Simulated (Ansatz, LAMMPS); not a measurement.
**Site preference of Zr in place of Ti in glassy 22BaO-78TiO2 (mol %) (89 atoms)**

Aim: make Zr in place of Ti at several sites of glassy 22BaO-78TiO2 (mol %) (89 atoms), relax each, and compare their energies.

Calculated with Ansatz 0.2.0; Kohn-Sham DFT, PBE, PAW (set soft_1), plane waves.

**1. The starting structure**

The cell holds 89 atoms: 7 Ba, 25 Ti and 57 O. Cell: a = 10.811 Å, b = 10.811 Å, c = 10.811 Å, α = 90.0°, β = 90.0°, γ = 90.0°. 89 atoms (7 Ba, 25 Ti, 57 O) placed at random at 4.2 g/cm³, melted at 4000 K for 10 ps at fixed volume with the Morse and Coulomb pair potential with partial charges (Pedone, Malavasi, Menziani, Cormack and Segre, J. Phys. Chem. B 110, 11780 (2006)). Quenched from 4000 K to 300 K at 100 K/ps and fixed volume, held 10 ps at zero pressure.

What the set-up can't give: The quench rate of 100 K/ps is many orders above laboratory rates, so the cell is likely richer in defects and strain than a real sample. The network of bonds at the start is that of the classical potential that made the cell, and needn't be the one that DFT or experiment would give. The Brillouin zone is sampled at Γ only, in a cell whose shortest periodic width is 11 Å. The levels lack spin–orbit coupling, which is large for the heavy elements here.

**2. Single point at the start**

A single point comes first, to see the forces before anything moves.

input.yaml

```yaml
crystal:
  lattice:
    - [10.81076, 0.0, 0.0]
    - [0.0, 10.81076, 0.0]
    - [0.0, 0.0, 10.81076]
  atoms:
    - { symbol: Ba, position: [0.10542, 0.7117, 0.4596] }
    - { symbol: Ba, position: [0.17668, 0.53919, 0.14594] }
    - { symbol: Ba, position: [0.93162, 0.1732, 0.99345] }
    - { symbol: Ba, position: [0.56854, 0.39503, 0.83041] }
    - { symbol: Ba, position: [0.76596, 0.6265, 0.6178] }
    - { symbol: Ba, position: [0.27309, 0.95354, 0.85952] }
    - { symbol: Ba, position: [0.70475, 0.96321, 0.42488] }
    - { symbol: Ti, position: [0.31406, 0.17664, 0.05466] }
    - { symbol: Ti, position: [0.27451, 0.61882, 0.809] }
    - { symbol: Ti, position: [0.08192, 0.86764, 0.1433] }
    - { symbol: Ti, position: [0.73903, 0.95727, 0.79859] }
    - { symbol: Ti, position: [0.61114, 0.3546, 0.4404] }
    - { symbol: Ti, position: [0.52437, 0.69062, 0.39246] }
    - { symbol: Ti, position: [0.58477, 0.28951, 0.14158] }
    - { symbol: Ti, position: [0.77303, 0.21411, 0.63528] }
    - { symbol: Ti, position: [0.04804, 0.98578, 0.61515] }
    - { symbol: Ti, position: [0.98103, 0.77372, 0.86563] }
    - { symbol: Ti, position: [0.66, 0.97306, 0.09668] }
    - { symbol: Ti, position: [0.79829, 0.54822, 0.00583] }
    - { symbol: Ti, position: [0.18416, 0.23539, 0.7595] }
    - { symbol: Ti, position: [0.37016, 0.48794, 0.53071] }
    - { symbol: Ti, position: [0.33592, 0.96264, 0.45115] }
    - { symbol: Ti, position: [0.3693, 0.86382, 0.18662] }
    - { symbol: Ti, position: [0.48622, 0.59297, 0.07423] }
    - { symbol: Ti, position: [0.86957, 0.39821, 0.23506] }
    - { symbol: Ti, position: [0.50121, 0.77258, 0.70045] }
    - { symbol: Ti, position: [0.9487, 0.41287, 0.7662] }
    - { symbol: Ti, position: [0.99654, 0.12329, 0.3362] }
    - { symbol: Ti, position: [0.48105, 0.17089, 0.62209] }
    - { symbol: Ti, position: [0.02998, 0.35947, 0.48952] }
    - { symbol: Ti, position: [0.28946, 0.27009, 0.34716] }
    - { symbol: Ti, position: [0.82248, 0.7249, 0.26495] }
    - { symbol: O, position: [0.00332, 0.7551, 0.22925] }
    - { symbol: O, position: [0.98136, 0.0168, 0.46536] }
    - { symbol: O, position: [0.3512, 0.1946, 0.72478] }
    - { symbol: O, position: [0.04191, 0.0168, 0.20995] }
    - { symbol: O, position: [0.97488, 0.44848, 0.3563] }
    - { symbol: O, position: [0.31001, 0.521, 0.68146] }
    - { symbol: O, position: [0.11938, 0.66222, 0.84939] }
    - { symbol: O, position: [0.45411, 0.00954, 0.57437] }
    - { symbol: O, position: [0.244, 0.88246, 0.32394] }
    - { symbol: O, position: [0.31832, 0.02903, 0.11491] }
    - { symbol: O, position: [0.77874, 0.88443, 0.18885] }
    - { symbol: O, position: [0.58782, 0.88993, 0.77588] }
    - { symbol: O, position: [0.22639, 0.79875, 0.09692] }
    - { symbol: O, position: [0.11763, 0.23165, 0.38141] }
    - { symbol: O, position: [0.98457, 0.48487, 0.61757] }
    - { symbol: O, position: [0.71518, 0.3567, 0.05707] }
    - { symbol: O, position: [0.70922, 0.37731, 0.59131] }
    - { symbol: O, position: [0.36847, 0.58382, 0.95298] }
    - { symbol: O, position: [0.21217, 0.17605, 0.92862] }
    - { symbol: O, position: [0.82295, 0.81993, 0.8018] }
    - { symbol: O, position: [0.46133, 0.88602, 0.34232] }
    - { symbol: O, position: [0.7169, 0.37997, 0.31245] }
    - { symbol: O, position: [0.62686, 0.1839, 0.50067] }
    - { symbol: O, position: [0.02966, 0.8425, 0.70867] }
    - { symbol: O, position: [0.51457, 0.89155, 0.08521] }
    - { symbol: O, position: [0.26747, 0.42059, 0.41513] }
    - { symbol: O, position: [0.83196, 0.49371, 0.84268] }
    - { symbol: O, position: [0.8977, 0.21994, 0.2458] }
    - { symbol: O, position: [0.73534, 0.01755, 0.95404] }
    - { symbol: O, position: [0.84385, 0.76527, 0.42599] }
    - { symbol: O, position: [0.87505, 0.26611, 0.758] }
    - { symbol: O, position: [0.03624, 0.90037, 0.97079] }
    - { symbol: O, position: [0.54793, 0.61604, 0.73999] }
    - { symbol: O, position: [0.13895, 0.31264, 0.60828] }
    - { symbol: O, position: [0.0928, 0.09376, 0.72343] }
    - { symbol: O, position: [0.63847, 0.61333, 0.00992] }
    - { symbol: O, position: [0.45424, 0.33987, 0.56573] }
    - { symbol: O, position: [0.55694, 0.76358, 0.53848] }
    - { symbol: O, position: [0.90563, 0.24794, 0.5109] }
    - { symbol: O, position: [0.46464, 0.22852, 0.02737] }
    - { symbol: O, position: [0.8193, 0.57574, 0.18365] }
    - { symbol: O, position: [0.33175, 0.1207, 0.40678] }
    - { symbol: O, position: [0.41788, 0.67964, 0.20124] }
    - { symbol: O, position: [0.25873, 0.271, 0.18551] }
    - { symbol: O, position: [0.53851, 0.51646, 0.44613] }
    - { symbol: O, position: [0.96348, 0.41452, 0.08455] }
    - { symbol: O, position: [0.47933, 0.29, 0.31504] }
    - { symbol: O, position: [0.61524, 0.17636, 0.73001] }
    - { symbol: O, position: [0.64199, 0.1247, 0.1682] }
    - { symbol: O, position: [0.0915, 0.36683, 0.83057] }
    - { symbol: O, position: [0.35141, 0.75652, 0.75663] }
    - { symbol: O, position: [0.65742, 0.69836, 0.30335] }
    - { symbol: O, position: [0.50299, 0.44272, 0.12708] }
    - { symbol: O, position: [0.35279, 0.64422, 0.45772] }
    - { symbol: O, position: [0.90529, 0.68319, 0.98443] }
    - { symbol: O, position: [0.20541, 0.94234, 0.55521] }
    - { symbol: O, position: [0.795, 0.03851, 0.6664] }
kpoints:
  mp_grid: { grid: [1, 1, 1] }
hamiltonian:
  xc: pbe
  pseudopotentials: { kind: paw, azcp: { folder: soft_1 } }
scf:
  occupations: { method: fixed }
output:
  forces: true
```

The run is started by

```console
$ ansatz run input.yaml --threads 4 --pin off --max-ram 8192MiB --backend cpu --events-out ev --progress --plain --runs-dir out
```

Numbers of over 12 decimals in the logs are rounded to 6 here.

The log of the run:

```text
[...]
Pseudopotentials: kind: paw
Pseudopotential: Ba, paw, valence charge 10, recommended cutoff 420 eV (normal), soft_1/Ba.paw.azcp
Pseudopotential: Ti, paw, valence charge 12, recommended cutoff 420 eV (normal), soft_1/Ti.paw.azcp
Pseudopotential: O, paw, valence charge 6, recommended cutoff 420 eV (normal), soft_1/O.paw.azcp
[... 5 lines on functional and potentials left out ...]
Crystal: 89 atoms, lattice volume = 1263.481 Å³
Basis set: ecut = 420 eV, 24837 PW (Γ), exchange–correlation on 150×150×150 points (8 copies of the dense FFT grid, shifted against one another)
Bands: 445, of which v1, the nominal top of the filled ones, is band 356 counted from 1 (355 counted from 0)
Symmetry: 1 space group operations
Space group: P1 (ITA 1), of the structure as read, at distance tolerance 1.1e-4 Å
k-points: 1
[... 7 lines on functional and potentials left out ...]
Initial density: superposition of atomic densities (chi_scale 0.1, normalization cell, long waves kept (reshape's long-wave potential 0.45 eV rms))
Initial wavefunctions: pseudopotential atomic-orbital guess
[...]
SCF iter   1: F=—  HF=-136615.570475 eV  |F-HF|=—  |Δ(HF+E_count)|=         —  Δρ=5.33e-2  dr2=5.82e1  ethr=3.10e-3  ⟨swp⟩=5.0  Hψ=1274  notcnv=0  defer=86
preconditioner: auto → Resta (q_TF=auto, 2.480 Å⁻¹)  ε∞=5.8  [insulator: Δε(μ)=0.681 eV  Ē_g=10.605 eV  n_scr=340 (ndim 8)  ℏωp=23.3 eV  f_vac=0.004  ε∞_Penn≈5.8]
[...]
SCF iter  16: F=—  HF=-136603.160434 eV  |F-HF|=—  |Δ(HF+E_count)|=   2.82e-7  Δρ=4.18e-6  dr2=2.40e-7  ethr=4.92e-11  ⟨swp⟩=2.0  Hψ=711  notcnv=0  defer=79
SCF iter  17: F=-136603.160434 eV  HF=-136603.160434 eV  |F-HF|=7.28e-9  |Δ(HF+E_count)|=   9.11e-9  Δρ=1.55e-6  dr2=3.93e-8  ethr=1.40e-11  ⟨swp⟩=2.0  Hψ=1449  notcnv=0
SCF 1 converged in 17 iterations: F = -136603.160434 eV  dr2 = 3.93e-8
[...]
SCF converged after 17 iterations
Free energy (F): -136603.160434 eV
Harris-Foulkes:  -136603.160434 eV  (|F-HF|=7.28e-9)
Internal energy: -136603.160434 eV  (E = F + TS)
E sigma→0 (E₀):  -136603.160434 eV
Fermi energy:    7.325190 eV
--- Per-component energies (eV) ---
[...]
Σ components = -136603.160434   (vs F -136603.160434, Δ=0.00e0)
--- Forces (eV/Å), atoms counted from 1 ---
  atom   1  Ba     0.33651567     0.61364865     0.09033917
  atom   2  Ba    -0.44995455    -0.30751192    -0.28767510
  atom   3  Ba     0.25505283     0.35626011     0.84514222
  atom   4  Ba    -0.17445942    -0.12960091    -0.13822420
[...]
atom  89  O      1.49756322     0.12271274    -1.43001614
  max |Σ_I F_I| component: 3.08e-5 eV/Å
```

Wall time 15 s (4 threads of Intel Xeon Platinum 8488C (Sapphire Rapids), shared host); peak memory 1.9 GiB; 57 s of CPU time.

The r.m.s. force at the start is 1.0 eV/Å.

**3. Relaxation**

With the cell held, the atoms are moved downhill towards a nearby minimum.

input.yaml

```yaml
crystal:
  lattice:
    - [10.81076, 0.0, 0.0]
    - [0.0, 10.81076, 0.0]
    - [0.0, 0.0, 10.81076]
  atoms:
    [... the 89 atom lines of step 2 ...]
kpoints:
  mp_grid: { grid: [1, 1, 1] }
hamiltonian:
  xc: pbe
  pseudopotentials: { kind: paw, azcp: { folder: soft_1 } }
scf:
  occupations: { method: fixed }
output:
  forces: true
relax:
  f_tol: 0.05
  max_steps: 120
```

The log of the run:

```text
[...]
Crystal: 89 atoms, lattice volume = 1263.481 Å³
Basis set: ecut = 420 eV, 24837 PW (Γ), exchange–correlation on 150×150×150 points (8 copies of the dense FFT grid, shifted against one another)
Bands: 445, of which v1, the nominal top of the filled ones, is band 356 counted from 1 (355 counted from 0)
Symmetry: 1 space group operations
[...]
k-points: 1
[...]
SCF iter   1: F=—  HF=-136615.570477 eV  |F-HF|=—  |Δ(HF+E_count)|=         —  Δρ=5.33e-2  dr2=5.82e1  ethr=3.10e-3  ⟨swp⟩=5.0  Hψ=1274  notcnv=0  defer=86
[...]
SCF iter  10: F=—  HF=-136603.160302 eV  |F-HF|=—  |Δ(HF+E_count)|=   5.75e-4  Δρ=1.08e-4  dr2=1.86e-4  ethr=9.94e-8  ⟨swp⟩=2.0  Hψ=575  notcnv=0  defer=87
SCF iter  11: F=-136603.160405 eV  HF=-136603.160393 eV  |F-HF|=1.14e-5  |Δ(HF+E_count)|=   9.17e-5  Δρ=6.15e-5  dr2=5.69e-5  ethr=8.78e-9  ⟨swp⟩=2.0  Hψ=1366  notcnv=0
SCF 1 converged in 11 iterations: F = -136603.160405 eV  dr2 = 5.69e-5
[...]
relax step   1: F+E_penalty+E_count = -136603.16040466 eV  Δ(F+E_penalty+E_count) = +0.000e0 eV  max|allowed force component| = 3.667e0 eV/Å  Δτ_max = 0.0000 Å  (11 SCF iters, dr2 threshold 6.25e-5 eV, accepted)
[...]
relax step   2: F+E_penalty+E_count = -136607.75285497 eV  Δ(F+E_penalty+E_count) = -4.592e0 eV  max|allowed force component| = 1.651e0 eV/Å  Δτ_max = 0.1950 Å  (8 SCF iters, dr2 threshold 1.00e-4 eV, accepted)
[...]
relax step   3: F+E_penalty+E_count = -136609.39748585 eV  Δ(F+E_penalty+E_count) = -1.645e0 eV  max|allowed force component| = 8.117e-1 eV/Å  Δτ_max = 0.1967 Å  (8 SCF iters, dr2 threshold 1.00e-4 eV, accepted)
relax step   4: F+E_penalty+E_count = -136609.99741080 eV  Δ(F+E_penalty+E_count) = -5.999e-1 eV  max|allowed force component| = 5.153e-1 eV/Å  Δτ_max = 0.2000 Å  (7 SCF iters, dr2 threshold 1.00e-4 eV, accepted)
relax step   5: F+E_penalty+E_count = -136610.46880761 eV  Δ(F+E_penalty+E_count) = -4.714e-1 eV  max|allowed force component| = 5.413e-1 eV/Å  Δτ_max = 0.1917 Å  (8 SCF iters, dr2 threshold 6.42e-5 eV, accepted)
relax step   6: F+E_penalty+E_count = -136610.73098811 eV  Δ(F+E_penalty+E_count) = -2.622e-1 eV  max|allowed force component| = 3.058e-1 eV/Å  Δτ_max = 0.2000 Å  (8 SCF iters, dr2 threshold 1.00e-4 eV, accepted)
relax step   7: F+E_penalty+E_count = -136610.82752804 eV  Δ(F+E_penalty+E_count) = -9.654e-2 eV  max|allowed force component| = 2.644e-1 eV/Å  Δτ_max = 0.1576 Å  (8 SCF iters, dr2 threshold 2.98e-5 eV, accepted)
relax step   8: F+E_penalty+E_count = -136610.88350979 eV  Δ(F+E_penalty+E_count) = -5.598e-2 eV  max|allowed force component| = 2.421e-1 eV/Å  Δτ_max = 0.0855 Å  (8 SCF iters, dr2 threshold 2.23e-5 eV, accepted)
relax step   9: F+E_penalty+E_count = -136610.93302425 eV  Δ(F+E_penalty+E_count) = -4.951e-2 eV  max|allowed force component| = 1.500e-1 eV/Å  Δτ_max = 0.0660 Å  (7 SCF iters, dr2 threshold 4.38e-5 eV, accepted)
relax step  10: F+E_penalty+E_count = -136611.00168154 eV  Δ(F+E_penalty+E_count) = -6.866e-2 eV  max|allowed force component| = 1.601e-1 eV/Å  Δτ_max = 0.2000 Å  (9 SCF iters, dr2 threshold 8.64e-6 eV, accepted)
relax step  11: F+E_penalty+E_count = -136611.06134959 eV  Δ(F+E_penalty+E_count) = -5.967e-2 eV  max|allowed force component| = 1.621e-1 eV/Å  Δτ_max = 0.1916 Å  (9 SCF iters, dr2 threshold 9.84e-6 eV, accepted)
relax step  12: F+E_penalty+E_count = -136611.09926452 eV  Δ(F+E_penalty+E_count) = -3.791e-2 eV  max|allowed force component| = 1.089e-1 eV/Å  Δτ_max = 0.1951 Å  (8 SCF iters, dr2 threshold 2.63e-5 eV, accepted)
relax step  13: F+E_penalty+E_count = -136611.11723699 eV  Δ(F+E_penalty+E_count) = -1.797e-2 eV  max|allowed force component| = 2.007e-1 eV/Å  Δτ_max = 0.0910 Å  (9 SCF iters, dr2 threshold 5.36e-6 eV, accepted)
relax step  14: F+E_penalty+E_count = -136611.10001755 eV  Δ(F+E_penalty+E_count) = +1.722e-2 eV  max|allowed force component| = 2.916e-1 eV/Å  Δτ_max = 0.1368 Å  (8 SCF iters, dr2 threshold 1.82e-5 eV, rejected (line search))
relax step  15: F+E_penalty+E_count = -136611.14964082 eV  Δ(F+E_penalty+E_count) = -3.240e-2 eV  max|allowed force component| = 1.085e-1 eV/Å  Δτ_max = 0.0666 Å  (11 SCF iters, accepted)
relax step  16: F+E_penalty+E_count = -136611.13568558 eV  Δ(F+E_penalty+E_count) = +1.396e-2 eV  max|allowed force component| = 1.936e-1 eV/Å  Δτ_max = 0.1000 Å  (9 SCF iters, dr2 threshold 3.44e-6 eV, rejected (line search))
relax step  17: F+E_penalty+E_count = -136611.16109620 eV  Δ(F+E_penalty+E_count) = -1.146e-2 eV  max|allowed force component| = 9.198e-2 eV/Å  Δτ_max = 0.0482 Å  (12 SCF iters, accepted)
relax step  18: F+E_penalty+E_count = -136611.15907572 eV  Δ(F+E_penalty+E_count) = +2.020e-3 eV  max|allowed force component| = 8.319e-2 eV/Å  Δτ_max = 0.0500 Å  (11 SCF iters, rejected (line search))
[...]
relax step  19: F+E_penalty+E_count = -136611.16524555 eV  Δ(F+E_penalty+E_count) = -4.149e-3 eV  max|allowed force component| = 3.005e-2 eV/Å  Δτ_max = 0.0241 Å  (10 SCF iters, accepted)
SCF converged after 10 iterations
Free energy (F): -136611.165246 eV
[...]
Internal energy: -136611.165246 eV  (E = F + TS)
E sigma→0 (E₀):  -136611.165246 eV
Fermi energy:    6.367861 eV
[...]
Σ components = -136611.165246   (vs F -136611.165246, Δ=0.00e0)
--- Forces (eV/Å), atoms counted from 1 ---
  atom   1  Ba    -0.01119016     0.00545225     0.00631119
  atom   2  Ba    -0.00769084     0.00320527     0.00378161
  atom   3  Ba     0.00031842     0.00225339     0.00352271
  atom   4  Ba     0.00070680    -0.00434194    -0.00087507
[...]
atom  89  O      0.00006436     0.00406783    -0.00041603
  max |Σ_I F_I| component: 8.46e-5 eV/Å
--- Relaxed structure (19 steps of the walk, 16 accepted, 0 SCFs on fresh bases) ---
  F+E_penalty+E_count = -136611.16524555 eV   max|allowed force component| = 3.005e-2 eV/Å
  atoms:
    - { symbol: Ba, position: [0.115539, 0.702928, 0.451845] }
    - { symbol: Ba, position: [0.134267, 0.534315, 0.088760] }
    - { symbol: Ba, position: [0.946312, 0.157377, 1.005512] }
    - { symbol: Ba, position: [0.556062, 0.398875, 0.841999] }
[...]
- { symbol: O, position: [0.776889, 0.030877, 0.655195] }
```

It took 3 min on 4 threads; peak memory 1.9 GiB.

The relaxation converged after 19 steps, 8.00 eV below its start, with a largest force component of 0.030 eV/Å.

**4. Single point at the relaxed geometry**

The electronic structure is read at the final geometry, in a run of its own.

input.yaml

```yaml
crystal:
  lattice:
    - [10.81076, 0.0, 0.0]
    - [0.0, 10.81076, 0.0]
    - [0.0, 0.0, 10.81076]
  atoms:
    - { symbol: Ba, position: [0.11554, 0.70293, 0.45184] }
    - { symbol: Ba, position: [0.13427, 0.53431, 0.08876] }
    - { symbol: Ba, position: [0.94631, 0.15738, 0.00551] }
    - { symbol: Ba, position: [0.55606, 0.39888, 0.842] }
    - { symbol: Ba, position: [0.77307, 0.62268, 0.6135] }
    - { symbol: Ba, position: [0.37676, 0.97387, 0.87677] }
    [... 77 atom lines left out ...]
    - { symbol: O, position: [0.65448, 0.71287, 0.28069] }
    - { symbol: O, position: [0.50759, 0.46706, 0.14004] }
    - { symbol: O, position: [0.37349, 0.69082, 0.50973] }
    - { symbol: O, position: [0.91974, 0.66158, 0.99345] }
    - { symbol: O, position: [0.20143, 0.92849, 0.54326] }
    - { symbol: O, position: [0.77689, 0.03088, 0.6552] }
kpoints:
  mp_grid: { grid: [1, 1, 1] }
hamiltonian:
  xc: pbe
  pseudopotentials: { kind: paw, azcp: { folder: soft_1 } }
scf:
  occupations: { method: fixed }
output:
  forces: true
  stress: true
  populations: intrinsic
  dos:
    method: { smearing: { sigma: 0.1 } }
    de: 0.1
    projected: { site_lists: { Ba: [Ba], O: [O], Ti: [Ti] } }
  eigenvalues: true
  write_density: true
  write_potential: true
  volumetric_format: npy
```

The log of the run:

```text
[...]
Crystal: 89 atoms, lattice volume = 1263.481 Å³
Basis set: ecut = 420 eV, 24837 PW (Γ), exchange–correlation on 150×150×150 points (8 copies of the dense FFT grid, shifted against one another)
Bands: 445, of which v1, the nominal top of the filled ones, is band 356 counted from 1 (355 counted from 0)
Symmetry: 1 space group operations
[...]
k-points: 1
[...]
SCF iter   1: F=—  HF=-136621.664952 eV  |F-HF|=—  |Δ(HF+E_count)|=         —  Δρ=5.01e-2  dr2=5.30e1  ethr=3.10e-3  ⟨swp⟩=5.0  Hψ=1345  notcnv=0  defer=86
[...]
SCF iter  17: F=-136611.165243 eV  HF=-136611.165243 eV  |F-HF|=2.59e-9  |Δ(HF+E_count)|=   8.29e-9  Δρ=1.63e-6  dr2=4.07e-8  ethr=1.40e-11  ⟨swp⟩=5.0  Hψ=2327  notcnv=0
SCF 1 converged in 17 iterations: F = -136611.165243 eV  dr2 = 4.07e-8
[...]
SCF converged after 17 iterations
Free energy (F): -136611.165243 eV
[...]
Internal energy: -136611.165243 eV  (E = F + TS)
E sigma→0 (E₀):  -136611.165243 eV
Fermi energy:    6.367911 eV
[...]
--- Forces (eV/Å), atoms counted from 1 ---
  atom   1  Ba    -0.01155152     0.00550256     0.00621789
  atom   2  Ba    -0.00786519     0.00374240     0.00404821
  atom   3  Ba     0.00042341     0.00227867     0.00352909
  atom   4  Ba     0.00053835    -0.00440519    -0.00134653
  atom   5  Ba     0.01220439    -0.00888307     0.00199149
  atom   6  Ba     0.00269824     0.01085388     0.00608930
  atom   7  Ba     0.00594327    -0.00228829    -0.00503161
  atom   8  Ti    -0.02128015    -0.01609359     0.00469132
  atom   9  Ti    -0.00180321     0.00140791    -0.01658138
  atom  10  Ti    -0.01078266     0.01222663    -0.00444474
  atom  11  Ti     0.01011718     0.00045412    -0.00963863
  atom  12  Ti     0.00541766    -0.00299678    -0.00268168
  atom  13  Ti     0.01763475     0.00574962    -0.02479181
  atom  14  Ti     0.01446960     0.00362954     0.00956723
[...]
atom  88  O      0.00529253     0.00028475    -0.00446433
  atom  89  O      0.00019950     0.00393470    -0.00077366
  max |Σ_I F_I| component: 5.85e-5 eV/Å
--- Stress (GPa, compression-positive) ---
       -0.558918      -0.447097      -0.879595
       -0.447097      -1.521276       0.593278
       -0.879595       0.593278      -1.283382
  P = ⅓ Tr σ = -1.1212 GPa (-11.212 kbar)
--- Band table (eV) ---
[...]
--- intrinsic populations: 89 sites ---
  site symbol       q [e]
     0     Ba      8.2138
     1     Ba      8.2088
     2     Ba      8.2137
[...]
88      O      6.8528
  spilling = -0.000000 (of n_electrons = 712.000000)
```

Wall time 26 s (4 threads); peak memory 2 GiB; 95 s of CPU time.

Read from the output:

| Quantity | Value |
| --- | --- |
| free energy | -136611.1652 eV |
| free energy per atom | -1534.9569 eV/atom |
| SCF cycles | 17 |
| pressure | -1.121 GPa |
| r.m.s. force component | 0.00896 eV/Å |
| longest force | 0.03306 eV/Å |
| Fermi energy | 6.368 eV |
| gap (highest filled to lowest empty level) | 2.812 eV |

[end of part 1 of 2]

[Logs are printed without paths, hosts, clocks, repeated set-up lines and the standing remarks that a program may print on its own settings, such as how far it seeks lower states.]

[Hosts, paths, dates, database ids (printed as entryN), source tags and the programs' standing remarks are cut or masked in the printed files.]
